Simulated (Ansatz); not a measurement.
# CsH (model cell, started as zinc blende): phonons and vibrational spectra

Task: relax CsH (model cell, started as zinc blende), then find its harmonic phonons.

Main program and level: Ansatz 0.2.0; DFT PBE, scalar-relativistic, plane waves, PAW.

The structure was built from a prototype and need not be the compound's stable phase.

### 1. The structure

It takes space group F-43m (No. 216, cubic). Conventional cell: a = 6.664 Å, b = 6.664 Å, c = 6.664 Å, α = 90.00°, β = 90.00°, γ = 90.00°. Nearest to Cs lie 4 H at 2.89 Å. H has 4 Cs at 2.89 Å nearest. Farther neighbours are not listed.

### 2. Bringing the structure to rest

The cell and atoms are relaxed, since residual forces and stress would shift the frequencies.

The input, input.yaml:

```yaml
crystal:
  lattice:
    - [0.0, 3.33223, 3.33223]
    - [3.33223, 0.0, 3.33223]
    - [3.33223, 3.33223, 0.0]
  atoms:
    - { symbol: Cs, position: [0.0, 0.0, 0.0] }
    - { symbol: H, position: [0.25, 0.25, 0.25] }
kpoints:
  mp_grid: { grid: [6, 6, 6] }
hamiltonian:
  xc: pbe
scf:
  occupations: { method: gaussian, width: 0.02 }
output:
  forces: true
  stress: true
  eigenvalues: true
relax:
  adjacent_minimum: "off"
  f_tol: 0.005
  max_steps: 80
  cell: { stress_tol: 0.05 }
```

The run is started by

```console
ansatz run input.yaml --threads 4 --pin off --max-ram 7168MiB --backend cpu --events-out ev --progress --plain --runs-dir out
```

Numbers of over 12 decimals in the logs are rounded to 6 here.

Output:

```text
Engine: ansatz 0.2.0, x86_64-unknown-linux-gnu
Pseudopotentials: kind: paw
Pseudopotential: Cs, paw, valence charge 9, recommended cutoff 420 eV (normal), Cs.paw.azcp
Pseudopotential: H, paw, valence charge 1, recommended cutoff 420 eV (normal), H.paw.azcp
Functional definition: PBE
  parameter kappa = 0.804
  parameter beta = 0.066725
  exchange = pbe_x(kappa = kappa, mu = beta*pi^2/3)
  correlation = pbe_c(beta = beta)
Crystal: 2 atoms, lattice volume = 74.001 Å³
Basis set: ecut = 420 eV, 1459 PW (Γ), exchange–correlation on 64×64×64 points (8 copies of the dense FFT grid, shifted against one another)
Bands: 9, of which v1, the nominal top of the filled ones, is band 5 counted from 1 (4 counted from 0)
Symmetry: 24 space group operations
Space group: F-43m (ITA 216), of the structure as read, at distance tolerance 4.2e-5 Å
k-points: 16 of 216 (time reversal used)
Non-local potential: Cs, projectors of the file, l = 0: 3, l = 1: 2, l = 2: 2, l = 3: 2
Non-local potential: H, projectors of the file, l = 0: 2, l = 1: 1
PAW form: soft (Blöchl's): semilocal exchange-correlation on the pseudo side does not see the compensation charge
PAW one-centre angular grid: Cs, 194 points (default); XC on 64 Gauss nodes
PAW one-centre angular grid: H, 110 points (default); XC on 64 Gauss nodes
Initial density: superposition of atomic densities (neutral atoms: chi_scale 0, normalization atom), corrected by the library's trained network
Initial wavefunctions: pseudopotential atomic-orbital guess
Functional: x = pbe(κ = 0.804, μ = 0.219515), c = pbe(β = 0.066725)
SCF iter   1: F=—  HF=-5686.807007 eV  |F-HF|=—  |Δ(HF+E_count)|=         —  Δρ=9.92e-4  dr2=1.13e-3  ethr=1.77e-3  ⟨swp⟩=6.2  Hψ=1217  notcnv=0
preconditioner: auto → none  [insulator: Δε(μ)=2.779 eV  Ē_g=11.180 eV  σ=0.020 eV  W_gap=1.00  n_scr=14 (ndim 8)  ℏωp=12.2 eV  f_vac=0.132  D(μ)=0.00/eV (n_scr^D=0)  ε∞_Penn≈2.2]
SCF iter   2: F=—  HF=-5686.807637 eV  |F-HF|=—  |Δ(HF+E_count)|=   6.30e-4  Δρ=4.87e-4  dr2=1.74e-4  ethr=1.13e-5  ⟨swp⟩=2.1  Hψ=399  notcnv=0
SCF iter   3: F=—  HF=-5686.807910 eV  |F-HF|=—  |Δ(HF+E_count)|=   2.73e-4  Δρ=1.59e-4  dr2=1.94e-5  ethr=1.74e-6  ⟨swp⟩=2.9  Hψ=271  notcnv=0
SCF iter   4: F=—  HF=-5686.807962 eV  |F-HF|=—  |Δ(HF+E_count)|=   5.21e-5  Δρ=2.56e-5  dr2=3.82e-7  ethr=1.94e-7  ⟨swp⟩=2.1  Hψ=260  notcnv=0
iter 5 did not close the SCF: its close was put off for the readings that it lacked (scf_convergence_deferred on its scf_iter line)
SCF iter   5: F=-5686.807963 eV  HF=-5686.807963 eV  |F-HF|=2.16e-7  |Δ(HF+E_count)|=   8.42e-7  Δρ=9.73e-6  dr2=4.66e-8  ethr=3.82e-9  ⟨swp⟩=2.1  Hψ=216  notcnv=0
SCF iter   6: F=-5686.807963 eV  HF=-5686.807963 eV  |F-HF|=4.55e-9  |Δ(HF+E_count)|=   2.46e-7  Δρ=8.81e-7  dr2=4.37e-10  ethr=4.66e-10  ⟨swp⟩=2.8  Hψ=518  notcnv=0
SCF 1 converged in 6 iterations: F = -5686.807963 eV  dr2 = 4.37e-10
  greatest PAW one-centre occupation: 0.927 electrons in one spin orbital (limit 2), on the Cs atom at site 0 (counted from 0), in its partial waves of l = 0
relax step   1: F+E_penalty+E_count = -5686.80796336 eV  Δ(F+E_penalty+E_count) = +0.000e0 eV  max|allowed force component| = 4.077e-17 eV/Å  Δτ_max = 0.0000 Å  P = +1.231 GPa  Ω = 74.001 Å³  (6 SCF iters, dr2 threshold 1.00e-7 eV, accepted)
Crystal: 2 atoms, lattice volume = 79.259 Å³
Basis set: ecut = 420 eV, 1471 PW (Γ), exchange–correlation on 64×64×64 points (8 copies of the dense FFT grid, shifted against one another)
Initial density: handed on by an earlier stage of this run
Initial wavefunctions: those handed on with the density
iter 1 solved again at ethr=1.26e-4 eV; its pass at ethr=3.10e-3 eV (dr2=1.26e-2 eV) is discarded
SCF iter   1: F=—  HF=-5686.840478 eV  |F-HF|=—  |Δ(HF+E_count)|=         —  Δρ=3.16e-3  dr2=1.29e-2  ethr=1.26e-4  ⟨swp⟩=1.9  Hψ=1357  notcnv=0
preconditioner: auto → none  [insulator: Δε(μ)=2.731 eV  Ē_g=11.113 eV  σ=0.020 eV  W_gap=1.00  n_scr=14 (ndim 8)  ℏωp=11.8 eV  f_vac=0.176  D(μ)=0.00/eV (n_scr^D=0)  ε∞_Penn≈2.1]
SCF iter   2: F=—  HF=-5686.836070 eV  |F-HF|=—  |Δ(HF+E_count)|=   4.41e-3  Δρ=4.65e-4  dr2=2.22e-4  ethr=1.26e-4  ⟨swp⟩=2.0  Hψ=224  notcnv=0
SCF iter   3: F=—  HF=-5686.836253 eV  |F-HF|=—  |Δ(HF+E_count)|=   1.84e-4  Δρ=2.42e-4  dr2=4.19e-5  ethr=2.22e-6  ⟨swp⟩=2.0  Hψ=217  notcnv=0
SCF iter   4: F=—  HF=-5686.836329 eV  |F-HF|=—  |Δ(HF+E_count)|=   7.60e-5  Δρ=8.94e-6  dr2=1.10e-7  ethr=2.00e-9  ⟨swp⟩=5.5  Hψ=963  notcnv=0
SCF iter   5: F=-5686.836330 eV  HF=-5686.836330 eV  |F-HF|=2.05e-8  |Δ(HF+E_count)|=   3.15e-7  Δρ=2.22e-6  dr2=3.87e-9  ethr=1.10e-9  ⟨swp⟩=3.1  Hψ=543  notcnv=0
SCF 2 converged in 5 iterations: F = -5686.836330 eV  dr2 = 3.87e-9
relax step   2: F+E_penalty+E_count = -5686.83632974 eV  Δ(F+E_penalty+E_count) = -2.837e-2 eV  max|allowed force component| = 4.344e-17 eV/Å  Δτ_max = 0.0000 Å  P = +0.575 GPa  Ω = 79.259 Å³  energy of the carried Pulay correction = -7.757e-4 eV  (5 SCF iters, dr2 threshold 2.00e-7 eV, accepted)
Crystal: 2 atoms, lattice volume = 84.524 Å³
Basis set: ecut = 420 eV, 1639 PW (Γ), exchange–correlation on 64×64×64 points (8 copies of the dense FFT grid, shifted against one another)
iter 1 solved again at ethr=1.09e-4 eV; its pass at ethr=3.10e-3 eV (dr2=1.09e-2 eV) is discarded
SCF iter   1: F=—  HF=-5686.849349 eV  |F-HF|=—  |Δ(HF+E_count)|=         —  Δρ=2.77e-3  dr2=1.09e-2  ethr=1.09e-4  ⟨swp⟩=2.0  Hψ=1350  notcnv=0
preconditioner: auto → none  [insulator: Δε(μ)=2.782 eV  Ē_g=11.061 eV  σ=0.020 eV  W_gap=1.00  n_scr=14 (ndim 8)  ℏωp=11.4 eV  f_vac=0.195  D(μ)=0.00/eV (n_scr^D=0)  ε∞_Penn≈2.1]
SCF iter   2: F=—  HF=-5686.845708 eV  |F-HF|=—  |Δ(HF+E_count)|=   3.64e-3  Δρ=4.09e-4  dr2=1.82e-4  ethr=1.09e-4  ⟨swp⟩=2.0  Hψ=224  notcnv=0
SCF iter   3: F=—  HF=-5686.845886 eV  |F-HF|=—  |Δ(HF+E_count)|=   1.78e-4  Δρ=2.19e-4  dr2=3.84e-5  ethr=1.82e-6  ⟨swp⟩=2.0  Hψ=214  notcnv=0
SCF iter   4: F=-5686.845958 eV  HF=-5686.845958 eV  |F-HF|=1.89e-7  |Δ(HF+E_count)|=   7.19e-5  Δρ=9.09e-6  dr2=9.43e-8  ethr=2.00e-9  ⟨swp⟩=5.3  Hψ=944  notcnv=0
SCF 3 converged in 4 iterations: F = -5686.845958 eV  dr2 = 9.43e-8
relax step   3: F+E_penalty+E_count = -5686.84595803 eV  Δ(F+E_penalty+E_count) = -9.628e-3 eV  max|allowed force component| = 3.567e-17 eV/Å  Δτ_max = 0.0000 Å  P = +0.077 GPa  Ω = 84.524 Å³  energy of the carried Pulay correction = -1.501e-3 eV  (4 SCF iters, dr2 threshold 2.00e-7 eV, accepted)
[...]
relax step   4: F+E_penalty+E_count = -5686.84606980 eV  Δ(F+E_penalty+E_count) = -1.118e-4 eV  max|allowed force component| = 3.894e-17 eV/Å  Δτ_max = 0.0000 Å  P = +0.007 GPa  Ω = 85.402 Å³  energy of the carried Pulay correction = -1.617e-3 eV  (5 SCF iters, dr2 threshold 1.49e-8 eV, accepted)
Basis set: ecut = 420 eV, 1687 PW (Γ), exchange–correlation on 72×72×72 points (8 copies of the dense FFT grid, shifted against one another)
Initial wavefunctions: pseudopotential atomic-orbital guess (no wavefunctions were taken with the density)
iter 1 solved again at ethr=5.08e-7 eV; its pass at ethr=3.10e-3 eV (dr2=5.08e-5 eV) is discarded
SCF iter   1: F=—  HF=-5686.846400 eV  |F-HF|=—  |Δ(HF+E_count)|=         —  Δρ=2.47e-4  dr2=4.11e-6  ethr=5.08e-7  ⟨swp⟩=3.3  Hψ=1650  notcnv=0
preconditioner: auto → none  [insulator: Δε(μ)=2.878 eV  Ē_g=11.047 eV  σ=0.020 eV  W_gap=1.00  n_scr=14 (ndim 8)  ℏωp=11.4 eV  f_vac=0.176  D(μ)=0.00/eV (n_scr^D=0)  ε∞_Penn≈2.1]
SCF iter   2: F=—  HF=-5686.847852 eV  |F-HF|=—  |Δ(HF+E_count)|=   1.45e-3  Δρ=1.23e-4  dr2=8.46e-7  ethr=4.11e-8  ⟨swp⟩=2.1  Hψ=262  notcnv=0
SCF iter   3: F=—  HF=-5686.848382 eV  |F-HF|=—  |Δ(HF+E_count)|=   5.30e-4  Δρ=1.19e-5  dr2=8.93e-9  ethr=8.46e-9  ⟨swp⟩=2.1  Hψ=244  notcnv=0
SCF iter   4: F=—  HF=-5686.848386 eV  |F-HF|=—  |Δ(HF+E_count)|=   3.86e-6  Δρ=6.05e-7  dr2=7.83e-11  ethr=8.93e-11  ⟨swp⟩=2.0  Hψ=211  notcnv=0
SCF iter   5: F=-5686.848386 eV  HF=-5686.848386 eV  |F-HF|=1.10e-9  |Δ(HF+E_count)|=   1.63e-8  Δρ=1.48e-7  dr2=8.12e-12  ethr=1.00e-12  ⟨swp⟩=5.9  Hψ=543  notcnv=0
SCF 5 converged in 5 iterations: F = -5686.848386 eV  dr2 = 8.12e-12
relax step   5: F+E_penalty+E_count = -5686.84838615 eV  Δ(F+E_penalty+E_count) = -2.316e-3 eV  max|allowed force component| = 4.817e-17 eV/Å  Δτ_max = 0.0000 Å  P = +0.027 GPa  Ω = 85.402 Å³  stress off target by 2.74e-2 GPa  SCF on the basis re-selected at this cell (its energy is not comparable with the rows above)  (5 SCF iters)
basis re-selected at this cell: Δ(F+E_penalty+E_count) = -2.316e-3 eV, ΔP = +0.021 GPa vs the last step (what re-selecting the basis moved, of the pressure what is left beyond the Pulay correction that the steps carried, after the strain that the cell walked since its last selection, with what the two solves' SCF thresholds leave and, on support functions, any second-order correction that the steps lacked; it is no measure of the basis error at this ecutwfc). The dense FFT grid was sized anew with the basis: this SCF ran on 36×36×36 points, the steps before it on 32×32×32, so part of this shift can come from that change (see relax.cell in the input reference). [rest of the remark cut]
SCF converged after 5 iterations
Free energy (F): -5686.848386 eV
Harris-Foulkes:  -5686.848386 eV  (|F-HF|=1.10e-9)
Internal energy: -5686.848386 eV  (E = F + TS)
E sigma→0 (E₀):  -5686.848386 eV
Fermi energy:    2.851792 eV
--- Per-component energies (eV) ---
  E_band       = -76.211884
  E_kinetic    = 155.186431
  E_local      = -338.363325  (includes V_loc(G=0)·N_el)
  E_nonlocal   = 31.434166
  E_hartree    = 117.375441
  E_xc         = -183.266995
  E_vxc        = -137.968487  (∫ρ·V_xc dr)
  E_paw        = -5067.130483  (= ΣΔE_a)
  E_vpaw       = -21.250485  (= ΣTr[D̂ρ^β])
  E_aug_tail   = -0.001080  (compensation charges beyond the density's cutoff)
  E_ewald      = -402.082541
  E_smearing   = -0.000000  (= −TS)
  E_closure    = 0.000000  (closes the sum)
  Σ components = -5686.848386   (vs F -5686.848386, Δ=0.00e0)
--- Forces (eV/Å), atoms counted from 1 ---
  atom   1  Cs     0.00000000     0.00000000     0.00000000
  atom   2  H      0.00000000     0.00000000     0.00000000
  max |Σ_I F_I| component: 9.79e-17 eV/Å
--- Stress (GPa, compression-positive) ---
        0.027449       0.000000      -0.000000
        0.000000       0.027449       0.000000
       -0.000000       0.000000       0.027449
  P = ⅓ Tr σ = 0.0274 GPa (0.274 kbar)
--- Band table (eV; the first three rows and the last of 16) ---
  k-point 0: bands = ["-19.6960", "-6.3732", "-6.3732", "-6.3732", "0.3614", "5.5793", "6.4989", "6.4989", "6.4989"]
  k-point 1: bands = ["-19.6896", "-6.4790", "-6.3852", "-6.3852", "0.5948", "4.9587", "6.6453", "6.6453", "7.4557"]
  k-point 2: bands = ["-19.6768", "-6.6759", "-6.4090", "-6.4090", "0.9879", "4.8053", "6.5745", "6.5745", "7.8728"]
  k-point 15: bands = ["-19.6619", "-6.7004", "-6.5641", "-6.5057", "1.4114", "4.7254", "5.6994", "7.0154", "9.1132"]
--- Relaxed structure (4 steps of the walk, 4 accepted, 1 SCFs on fresh bases) ---
  F+E_penalty+E_count = -5686.84838615 eV   max|allowed force component| = 4.817e-17 eV/Å   (the final SCF, on the basis selected at the relaxed cell)
  cell:  # Å, volume = 85.4019 Å³
    - [0, 3.495258, 3.495258]
    - [3.495258, 0, 3.495258]
    - [3.495258, 3.495258, 0]
  atoms:
    - { symbol: Cs, position: [0, 0, 0] }
    - { symbol: H, position: [0.250000, 0.250000, 0.250000] }
```

The job ended after 2.7 s (4 threads of Intel Xeon Platinum 8375C at 2.90GHz (Ice Lake), shared host; peak memory 0.43 GiB).

Step by step:

```csv
step,energy less that of the first step (eV),largest force component (eV/Å),pressure (GPa),volume (Å³)
1,0.0000,0.0000,1.23,74.00
2,-0.0284,0.0000,0.58,79.26
3,-0.0380,0.0000,0.08,84.52
4,-0.0381,0.0000,0.01,85.40
5*,-0.0404,0.0000,0.03,85.40
```

Relaxation steps marked * repeat the geometry before them on a plane-wave basis chosen anew for their cell, so energy and pressure can jump there.

Forces are held to the 24 operations that the run works with; a distortion that breaks them can't arise in this run.

```csv
"conventional cell, symmetrised",before,after,change
a (Å),6.664,6.991,+4.9 %
b (Å),6.664,6.991,+4.9 %
c (Å),6.664,6.991,+4.9 %
volume (Å³/atom),37.00,42.70,+15.4 %
```

The relaxed structure:

```cif
data_structure
_symmetry_space_group_name_H-M 'P 1'
_symmetry_Int_Tables_number 1
_cell_length_a 4.9430
_cell_length_b 4.9430
_cell_length_c 4.9430
_cell_angle_alpha 60.000
_cell_angle_beta 60.000
_cell_angle_gamma 60.000
_cell_volume 85.40
loop_
_atom_site_label
_atom_site_type_symbol
_atom_site_fract_x
_atom_site_fract_y
_atom_site_fract_z
_atom_site_occupancy
Cs1 Cs 0.00000 0.00000 0.00000 1
H2 H 0.25000 0.25000 0.25000 1
```

This step gave:

```
pressure           : 0.02745 GPa
gap on the k-mesh  : 2.881 eV
volume per atom    : 42.70 Å³
direct gap on mesh : 2.909 eV
```

In this step the volume went from 37.00 to 42.70 Å³/atom.

### 3. Relaxation

The relaxation is repeated from its end on the same settings, as a check that it has come to rest.

input.yaml, as its differences from that of step 2:

```diff
@@ -2,5 +2,5 @@
   lattice:
-    - [0.0, 3.33223, 3.33223]
-    - [3.33223, 0.0, 3.33223]
-    - [3.33223, 3.33223, 0.0]
+    - [0.0, 3.495257788, 3.495257788]
+    - [3.495257788, 0.0, 3.495257788]
+    - [3.495257788, 3.495257788, 0.0]
   atoms:
```

Output:

```text
[...]
Crystal: 2 atoms, lattice volume = 85.402 Å³
Basis set: ecut = 420 eV, 1687 PW (Γ), exchange–correlation on 72×72×72 points (8 copies of the dense FFT grid, shifted against one another)
Bands: 9, of which v1, the nominal top of the filled ones, is band 5 counted from 1 (4 counted from 0)
Symmetry: 24 space group operations
[...]
k-points: 16 of 216 (time reversal used)
[...]
P = ⅓ Tr σ = 0.0274 GPa (0.274 kbar)
--- Band table (eV; the first three rows and the last of 16) ---
[...]
--- Relaxed structure (1 steps of the walk, 1 accepted, 1 SCFs on fresh bases) ---
[...]
cell:  # Å, volume = 85.4019 Å³
    - [0.0, 3.495257788, 3.495257788]
    - [3.495257788, 0.0, 3.495257788]
    - [3.495257788, 3.495257788, 0.0]
  atoms:
    - { symbol: Cs, position: [0.0, 0.0, 0.0] }
    - { symbol: H, position: [0.25, 0.25, 0.25] }
[key lines of the parts left out:]
SCF converged after 3 iterations
Free energy (F): -5686.848386 eV
Fermi energy:    2.851795 eV
```

Run time: 0.91 s. Hardware: 4 threads; peak memory 0.42 GiB.

Little changed from the start: no atom moved by 0.005 Å and no cell edge by 0.1 %.

In this step the volume went from 42.70 to 42.70 Å³/atom.

[end of part 1 of 3]

[Logs are printed without paths, hosts, clocks, repeated set-up lines and the standing remarks that a program may print on its own settings, such as how far it seeks lower states.]

[Hosts, paths, dates, database ids (printed as entryN), source tags and the programs' standing remarks are cut or masked in the printed files.]
